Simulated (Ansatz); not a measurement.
# Phonons of GaP (F-43m) against volume, part 2 of 3

Wanted: Grüneisen parameters and pressure coefficients of the modes of GaP (F-43m).

Ansatz 0.2.0; DFT PBE, scalar-relativistic, plane waves, PAW; PAW set soft_1.

So far, gap on the k-mesh (eV): step 2 (relaxation) 1.58; step 3 (tight relaxation) 1.58.

## 4. Zone-centre response at rest

The modes at rest are the reference of the series, and the response to a field gives the dielectric tensor and the Born charges.

input.yaml

```yaml
crystal:
  lattice:
    - [0.0, 2.7532599328, 2.7532599328]
    - [2.7532599328, 0.0, 2.7532599328]
    - [2.7532599328, 2.7532599328, 0.0]
  atoms:
    - { symbol: P, position: [0.75, 0.75, 0.75] }
    - { symbol: Ga, position: [0.0, 0.0, 0.0] }
kpoints:
  mp_grid: { grid: [12, 12, 12] }
hamiltonian:
  xc: pbe
  pseudopotentials: { kind: paw, azcp: { folder: soft_1 } }
scf:
  occupations: { method: fixed }
output:
  eigenvalues: true
phonons:
  method: dfpt
  dielectric: true
  rigid_motions: translations
  raman: true
```

The run is started by

```
$ ansatz run input.yaml --threads 4 --pin off --max-ram 10240MiB --backend cpu --events-out ev --progress --plain --runs-dir out
```

Numbers of over 12 decimals in the logs are rounded to 6 here.

Log:

```text
[...]
Crystal: 2 atoms, lattice volume = 41.742 Å³
Basis set: ecut = 420 eV, 869 PW (Γ), exchange–correlation on 54×54×54 points (8 copies of the dense FFT grid, shifted against one another)
Bands: 13, of which v1, the nominal top of the filled ones, is band 9 counted from 1 (8 counted from 0)
Symmetry: 24 space group operations
k-points: 280 of 1728 (irreducible under 4 space group operations, time reversal used)
[...]
SCF iter   1: F=—  HF=-4539.704165 eV  |F-HF|=—  |Δ(HF+E_count)|=         —  Δρ=4.52e-2  dr2=6.80e-1  ethr=3.10e-3  ⟨swp⟩=5.0  Hψ=19636  notcnv=0  defer=522
[...]
SCF iter   8: F=-4539.564940 eV  HF=-4539.564940 eV  |F-HF|=3.18e-11  |Δ(HF+E_count)|=   2.25e-8  Δρ=2.38e-7  dr2=1.52e-11  ethr=1.00e-12  ⟨swp⟩=8.1  Hψ=29083  notcnv=0
SCF 1 converged in 8 iterations: F = -4539.564940 eV  dr2 = 1.52e-11
[...]
NSCF: frozen V_eff on 1 k-points
DFPT response loops at Γ: preconditioner auto → none (the input reference at scf.mixing.eps_inf says where Resta's filter doesn't serve); β = 0.50; Broyden in place of MSR1
── the response to a field inside a basis, on 12×12×12 k-points: an SCF that follows is theirs, and a resumed run solves both again ──
Bands: 10, of which v1, the nominal top of the filled ones, is band 9 counted from 1 (8 counted from 0)
k-points: 182
[...]
Eigensolver: Dense (182 Hₖ)
SCF iter   1: F=—  HF=-4539.564159 eV  |F-HF|=—  |Δ(HF+E_count)|=         —  Δρ=2.01e-4  dr2=6.58e-6  ethr=1.00e-1
[...]
SCF iter   6: F=-4539.564159 eV  HF=-4539.564159 eV  |F-HF|=9.09e-12  |Δ(HF+E_count)|=  1.82e-10  Δρ=2.09e-7  dr2=9.61e-12  ethr=3.74e-12
SCF 1 converged in 6 iterations: F = -4539.564159 eV  dr2 = 9.61e-12
[...]
WARN: field response: ε∞ stands inside a basis, on 12×12×12 points; the force constants stand on the 12×12×12 k-mesh, whose period is 12.45 times the interband length at k = (0.0000, 0.0000, 0.0000), direct gap 1.578 eV, under 14: take them and everything formed from them as unconverged, and compare with a denser kpoints.mp_grid
SCF converged after 8 iterations
Free energy (F): -4539.564940 eV
[...]
Internal energy: -4539.564940 eV  (E = F + TS)
E sigma→0 (E₀):  -4539.564940 eV
Fermi energy:    6.690324 eV
[...]
--- Band table (eV; the first three rows and the last of 280) ---
  k-point 0: bands = [... 5 lower, -5.5743, 6.6903, 6.6903, 6.6903, 8.2684, 10.5840, 10.5840, 10.5840]
  k-point 1: bands = [... 5 lower, -5.4873, 5.7805, 6.5856, 6.5856, 8.8024, 10.7467, 10.7467, 10.7569]
  k-point 2: bands = [... 5 lower, -5.2323, 4.3270, 6.3369, 6.3369, 8.9688, 11.1127, 11.1127, 11.6106]
  k-point 279: bands = [... 5 lower, -2.6672, 0.2760, 3.2593, 3.4170, 11.3850, 11.4205, 12.7038, 12.8426]
--- Phonons (Γ-DFPT): 2 representative perturbations + reference, on 280 of 1728 k-points (Σ response iterations 6) ---
  k mesh reduced under 4 symmetry operations, with k and −k counted as one. Each operation leaves every solved perturbation unchanged. A smaller set is not considered because the run solves the response to a homogeneous field
  ASR residual: 1.272e-4 → 0.000e0 eV/Å²; symmetrization residual: 4.212e-7 eV/Å²
  ASR residual per site (eV/Å²): 7.98e-5 1.27e-4
  Γ frequencies (cm⁻¹): 0.00 0.00 0.00 344.61 344.61 344.61
  ε∞ (high-frequency dielectric tensor):
       10.618923    -0.000000     0.000000
       -0.000000    10.618923     0.000000
        0.000000     0.000000    10.618923
  ε⁰ (static dielectric tensor: ions relaxed, cell fixed):
       12.851861    -0.000000    -0.000000
       -0.000000    12.851861     0.000000
       -0.000000     0.000000    12.851861
  ε⁰ − ε∞ (ionic part):
        2.232938    -0.000000    -0.000000
       -0.000000     2.232938    -0.000000
       -0.000000    -0.000000     2.232938
  softest optical mode at Γ: 344.61 cm⁻¹; the repairs (sum rule, projections) moved no ω² at Γ by more than (0.85 cm⁻¹)²
  Born effective charges Z* (e; rows j = field, columns β = displacement):
    site 0:
        -2.19641    0.00000    0.00000
        -0.00000   -2.19641   -0.00000
         0.00000   -0.00000   -2.19641
    site 1:
         2.19641   -0.00000   -0.00000
         0.00000    2.19641    0.00000
        -0.00000    0.00000    2.19641
  Z* charge neutrality: 3.238e-5 e pre-enforcement
  solved inside a basis spanned on kpoints, on 12×12×12 k-points transformed towards the longest dipole: ε∞ is read to err by 3.2e-2, Z* by 1.4e-2 e (field_mesh: kpoints solves on kpoints); Z* is corrected for what the basis lacks
  Raman tensors (in the event stream and the table raman_tensors.tsv): an entry may err by 1.6e-2 Å², one of the second-order susceptibility by 2.1e-1 pm/V (basis, points and sum rule); their sum over the sites missed zero by 1.946e-4 Å² ahead of its enforcement
  optical modes at Γ without the LO–TO term, one row a degenerate level:
      ω (cm⁻¹)  modes    IR ((D/Å)²/amu)  static Raman (Å⁴/amu)  depolarisation
        344.61      3            15.5689               301.3386           0.750
  optical modes at Γ + LO–TO along q̂ = [1.0000, 0.0000, 0.0000]:
      ω (cm⁻¹)  modes    IR ((D/Å)²/amu)  static Raman (Å⁴/amu)  depolarisation
        344.61      2            10.3793               200.8924           0.750
        379.11      1             5.1896               330.2455           0.750
  optical modes at Γ + LO–TO along q̂ = [0.0000, 1.0000, 0.0000]:
      ω (cm⁻¹)  modes    IR ((D/Å)²/amu)  static Raman (Å⁴/amu)  depolarisation
        344.61      2            10.3793               200.8924           0.750
        379.11      1             5.1896               330.2455           0.750
  optical modes at Γ + LO–TO along q̂ = [0.0000, 0.0000, 1.0000]:
      ω (cm⁻¹)  modes    IR ((D/Å)²/amu)  static Raman (Å⁴/amu)  depolarisation
        344.61      2            10.3793               200.8924           0.750
        379.11      1             5.1896               330.2455           0.750
```

It took 2.2 min on 4 threads of Intel Xeon at 2.70GHz, shared host; peak memory 1.3 GiB; 7.4 min of CPU time.

This step gave:

```
sum-rule residual before enforcement                    : 1.27e-4 eV/Å²
miss of the charge sum rule                             : 3.24e-5 e
estimated error of the dielectric tensor                : 0.03249
estimated error of the Born charges                     : 0.01360 e
point group                                             : -43m
highest optical mode at the zone centre (no LO-TO term) : 344.6 cm⁻¹
lowest optical zone-centre mode                         : 344.6 cm⁻¹
mean high-frequency dielectric constant                 : 10.62
largest Born charge (third of the trace)                : -2.196 e
mean static dielectric constant                         : 12.85
top of the zone-centre spectrum with the field          : 379.1 cm⁻¹
```

Without the LO-TO term. Patterns of degenerate modes are one choice out of their space. Modes at Γ, with each element's share of the kinetic energy:

```tsv
mode	frequency (cm⁻¹)	symmetry	P %	Ga %
1	0.0	acoustic	31	69
2	0.0	acoustic	31	69
3	0.0	acoustic	31	69
4	344.6	T2	69	31
5	344.6	T2	69	31
6	344.6	T2	69	31
```

Displacements in mode 6 (344.6 cm⁻¹), the largest set to 1:
```
P1   0.00  1.00  0.00
Ga2  0.00 -0.44  0.00
```

Optical modes at the zone centre, without and with the macroscopic field of the longitudinal modes; each column is sorted by frequency, so a row need not hold one and the same mode. Modes with and without the field, by row:

```tsv
rank among optical modes	no field (cm⁻¹)	q along (1, 0, 0) (cm⁻¹)
1	344.6	344.6
2	344.6	344.6
3	344.6	379.1
```

Born charge (rows field, columns displacement) (e), principal values of the symmetric part by kind of site:

```tsv
atom	atoms with these values	low	middle	high	mean
P1	1	-2.20	-2.20	-2.20	-2.20
Ga2	1	2.20	2.20	2.20	2.20
```

In full for P1:

```
-2.20  0.00  0.00
 0.00 -2.20  0.00
 0.00  0.00 -2.20
```

High-frequency dielectric tensor:

```
10.62  0.00  0.00
 0.00 10.62  0.00
 0.00  0.00 10.62
```

Static dielectric tensor (ions relaxed, fixed cell):

```
12.85  0.00  0.00
 0.00 12.85  0.00
 0.00  0.00 12.85
```

Transverse modes. Infrared lines, with heights relative to the strongest:

```tsv
position (cm⁻¹)	label	relative intensity
345	T2	100
```

Activity x (w_L - w)^4 (n + 1)/w, 532 nm, 300 K; the tensors are static ones, while 532 nm light lies above the computed direct gap, where resonance would change the heights; modes without the macroscopic field alone. Lines of the Raman spectrum (strongest = 100):

```tsv
position (cm⁻¹)	label	relative intensity
345	T2	100
```

Before it was imposed, the acoustic sum rule was missed by 1.3e-4 eV/Å² and the charge sum rule by 3.2e-5 e. Small misses are needed for a sound result but don't prove that mesh and cutoff are converged. The lowest optical mode is real, 345 cm⁻¹.

The log warns of the k mesh: “the force constants stand on the 12×12×12 k-mesh, whose period is 12.45 times the interband length at k = (0.0000, 0.0000, 0.0000), direct gap 1.578 eV, under 14: take them and everything formed from them as unconverged”. So the frequencies of this run count as unconverged too.

## 5. Ground state of a member: 1.06 times the volume at rest

The cell is set to 1.06 times the volume at rest; symmetry leaves nothing else free, so this is a single point.

input.yaml, the sections that differ from step 4:

```yaml
crystal:
  lattice:
    - [0.0, 2.8072591309, 2.8072591309]
    - [2.8072591309, 0.0, 2.8072591309]
    - [2.8072591309, 2.8072591309, 0.0]
  atoms:
    - { symbol: P, position: [0.75, 0.75, 0.75] }
    - { symbol: Ga, position: [0.0, 0.0, 0.0] }
output:
  forces: true
  stress: true
  eigenvalues: true
# kpoints, hamiltonian, scf: as in step 4
# phonons: removed
```

Log:

```text
[...]
Crystal: 2 atoms, lattice volume = 44.246 Å³
Basis set: ecut = 420 eV, 893 PW (Γ), exchange–correlation on 54×54×54 points (8 copies of the dense FFT grid, shifted against one another)
Bands: 13, of which v1, the nominal top of the filled ones, is band 9 counted from 1 (8 counted from 0)
Symmetry: 24 space group operations
[...]
k-points: 72 of 1728 (time reversal used)
[...]
SCF iter   1: F=—  HF=-4539.657500 eV  |F-HF|=—  |Δ(HF+E_count)|=         —  Δρ=4.31e-2  dr2=6.43e-1  ethr=3.10e-3  ⟨swp⟩=5.0  Hψ=5033  notcnv=0  defer=129
[...]
SCF iter   7: F=-4539.532739 eV  HF=-4539.532739 eV  |F-HF|=2.23e-8  |Δ(HF+E_count)|=   1.42e-7  Δρ=5.60e-6  dr2=1.07e-8  ethr=5.56e-10  ⟨swp⟩=7.9  Hψ=6173  notcnv=0
SCF 1 converged in 7 iterations: F = -4539.532739 eV  dr2 = 1.07e-8
[...]
SCF converged after 7 iterations
Free energy (F): -4539.532739 eV
[...]
Internal energy: -4539.532739 eV  (E = F + TS)
E sigma→0 (E₀):  -4539.532739 eV
Fermi energy:    6.001086 eV
[...]
--- Stress (GPa, compression-positive) ---
       -3.906902       0.000000      -0.000000
        0.000000      -3.906902       0.000000
        0.000000       0.000000      -3.906902
  P = ⅓ Tr σ = -3.9069 GPa (-39.069 kbar)
--- Band table (eV; the first three rows and the last of 72) ---
  k-point 0: bands = [... 5 lower, -5.8566, 6.0011, 6.0011, 6.0011, 7.1123, 9.8987, 9.8987, 9.8987]
  k-point 1: bands = [... 5 lower, -5.7761, 5.0566, 5.9060, 5.9060, 7.7319, 10.0305, 10.0492, 10.0492]
  k-point 2: bands = [... 5 lower, -5.5404, 3.6653, 5.6779, 5.6779, 8.0100, 10.3920, 10.3920, 10.7391]
  k-point 71: bands = [... 5 lower, -3.2212, -0.1808, 2.8272, 2.9882, 10.4710, 10.6773, 11.8346, 12.1571]
```

It took 1.6 s on 4 threads; peak memory 0.38 GiB; 5.1 s of CPU time.

Numbers from this step:

```yaml
pressure: -3.907 GPa
gap_on_the_k_mesh: 1.111 eV
volume_per_atom: 22.12 Å³
```

The forces vanish by symmetry, at a pressure of -3.91 GPa.

## 6. Zone-centre modes of the member: 1.06 times the volume at rest

The zone-centre modes follow for 1.06 times the volume at rest, with the response to a field.

Changes to input.yaml since step 5:

```diff
@@ -16,4 +16,6 @@
 output:
-  forces: true
-  stress: true
   eigenvalues: true
+phonons:
+  method: dfpt
+  dielectric: true
+  rigid_motions: translations
```

Log:

```text
[...]
Crystal: 2 atoms, lattice volume = 44.246 Å³
Basis set: ecut = 420 eV, 893 PW (Γ), exchange–correlation on 54×54×54 points (8 copies of the dense FFT grid, shifted against one another)
Bands: 13, of which v1, the nominal top of the filled ones, is band 9 counted from 1 (8 counted from 0)
Symmetry: 24 space group operations
k-points: 280 of 1728 (irreducible under 4 space group operations, time reversal used)
[...]
SCF iter   1: F=—  HF=-4539.657498 eV  |F-HF|=—  |Δ(HF+E_count)|=         —  Δρ=4.31e-2  dr2=6.43e-1  ethr=3.10e-3  ⟨swp⟩=5.0  Hψ=19526  notcnv=0  defer=518
[...]
SCF iter   8: F=-4539.532739 eV  HF=-4539.532739 eV  |F-HF|=6.09e-11  |Δ(HF+E_count)|=   2.87e-8  Δρ=2.81e-7  dr2=2.69e-11  ethr=1.00e-12  ⟨swp⟩=8.6  Hψ=29108  notcnv=0
SCF 1 converged in 8 iterations: F = -4539.532739 eV  dr2 = 2.69e-11
[...]
Bands: 10, of which v1, the nominal top of the filled ones, is band 9 counted from 1 (8 counted from 0)
k-points: 280
[...]
Eigensolver: Dense (280 Hₖ)
SCF iter   1: F=—  HF=-4539.531920 eV  |F-HF|=—  |Δ(HF+E_count)|=         —  Δρ=1.88e-4  dr2=6.17e-6  ethr=1.00e-1
[...]
SCF iter   4: F=-4539.531919 eV  HF=-4539.531919 eV  |F-HF|=9.22e-9  |Δ(HF+E_count)|=   6.68e-7  Δρ=5.66e-6  dr2=1.29e-8  ethr=2.89e-9
SCF 1 converged in 4 iterations: F = -4539.531919 eV  dr2 = 1.29e-8
[...]
SCF converged after 8 iterations
Free energy (F): -4539.532739 eV
[...]
Internal energy: -4539.532739 eV  (E = F + TS)
E sigma→0 (E₀):  -4539.532739 eV
Fermi energy:    6.001139 eV
[...]
--- Band table (eV; the first three rows and the last of 280) ---
  k-point 0: bands = [... 5 lower, -5.8565, 6.0011, 6.0011, 6.0011, 7.1124, 9.8987, 9.8987, 9.8987]
  k-point 1: bands = [... 5 lower, -5.7761, 5.0567, 5.9061, 5.9061, 7.7320, 10.0306, 10.0492, 10.0492]
  k-point 2: bands = [... 5 lower, -5.5404, 3.6654, 5.6780, 5.6780, 8.0101, 10.3920, 10.3920, 10.7392]
  k-point 279: bands = [... 5 lower, -3.2212, -0.1808, 2.8273, 2.9883, 10.4710, 10.6774, 11.8347, 12.1572]
[...]
ASR residual: 2.141e-4 → 0.000e0 eV/Å²; symmetrization residual: 1.033e-6 eV/Å²
  ASR residual per site (eV/Å²): 2.54e-5 2.14e-4
  Γ frequencies (cm⁻¹): 0.00 0.00 0.00 320.62 320.62 320.62
  ε∞ (high-frequency dielectric tensor):
       11.297368    -0.000000    -0.000000
       -0.000000    11.297368     0.000000
       -0.000000     0.000000    11.297368
  ε⁰ (static dielectric tensor: ions relaxed, cell fixed):
       13.947522    -0.000000     0.000000
       -0.000000    13.947522    -0.000000
        0.000000    -0.000000    13.947522
  ε⁰ − ε∞ (ionic part):
        2.650154     0.000000     0.000000
        0.000000     2.650154    -0.000000
        0.000000    -0.000000     2.650154
[...]
Born effective charges Z* (e; rows j = field, columns β = displacement):
    site 0:
        -2.29211   -0.00000   -0.00000
         0.00000   -2.29211   -0.00000
        -0.00000   -0.00000   -2.29211
    site 1:
         2.29211    0.00000    0.00000
        -0.00000    2.29211    0.00000
         0.00000    0.00000    2.29211
  Z* charge neutrality: 3.593e-4 e pre-enforcement
[...]
optical modes at Γ without the LO–TO term, one row a degenerate level:
      ω (cm⁻¹)  modes    IR ((D/Å)²/amu)
        320.62      3            16.9551
  optical modes at Γ + LO–TO along q̂ = [1.0000, 0.0000, 0.0000]:
      ω (cm⁻¹)  modes    IR ((D/Å)²/amu)
        320.62      2            11.3034
        356.25      1             5.6517
  optical modes at Γ + LO–TO along q̂ = [0.0000, 1.0000, 0.0000]:
      ω (cm⁻¹)  modes    IR ((D/Å)²/amu)
        320.62      2            11.3034
        356.25      1             5.6517
  optical modes at Γ + LO–TO along q̂ = [0.0000, 0.0000, 1.0000]:
      ω (cm⁻¹)  modes    IR ((D/Å)²/amu)
        320.62      2            11.3034
        356.25      1             5.6517
```

Wall time 49 s (4 threads); peak memory 0.94 GiB.

This step gave:

```yaml
sum_rule_residual_before_enforcement: 2.14e-4 eV/Å²
miss_of_the_charge_sum_rule: 3.59e-4 e
estimated_error_of_the_dielectric_tensor: 0.03102
estimated_error_of_the_born_charges: 0.01382 e
highest_optical_mode_at_the_zone_centre_no_lo_to_term: 320.6 cm⁻¹
lowest_optical_zone_centre_mode: 320.6 cm⁻¹
mean_high_frequency_dielectric_constant: 11.30
largest_born_charge_third_of_the_trace: -2.292 e
mean_static_dielectric_constant: 13.95
top_of_the_zone_centre_spectrum_with_the_field: 356.2 cm⁻¹
```

Without the LO-TO term. Patterns of degenerate modes are one choice out of their space. The modes at Γ (shares of kinetic energy by element, %):

```tsv
mode	frequency (cm⁻¹)	symmetry	P %	Ga %
1	0.0	acoustic	31	69
2	0.0	acoustic	31	69
3	0.0	acoustic	31	69
4	320.6	T2	69	31
5	320.6	T2	69	31
6	320.6	T2	69	31
```

Transverse modes. Infrared lines, with heights relative to the strongest:

```tsv
position (cm⁻¹)	label	relative intensity
321	T2	100
```

The optical mode without the LO-TO term lies at 320.6 cm⁻¹.

The log warns of the k mesh: “the force constants stand on the 12×12×12 k-mesh, whose period is 11.20 times the interband length at k = (0.0000, 0.0000, 0.0000), direct gap 1.111 eV, under 14: take them and everything formed from them as unconverged”. So the frequencies of this run count as unconverged too.

[end of part 2 of 3]

[Logs are printed without paths, hosts, clocks, repeated set-up lines and the standing remarks that a program may print on its own settings, such as how far it seeks lower states.]

[Hosts, paths, dates, database ids (printed as entryN), source tags and the programs' standing remarks are cut or masked in the printed files.]
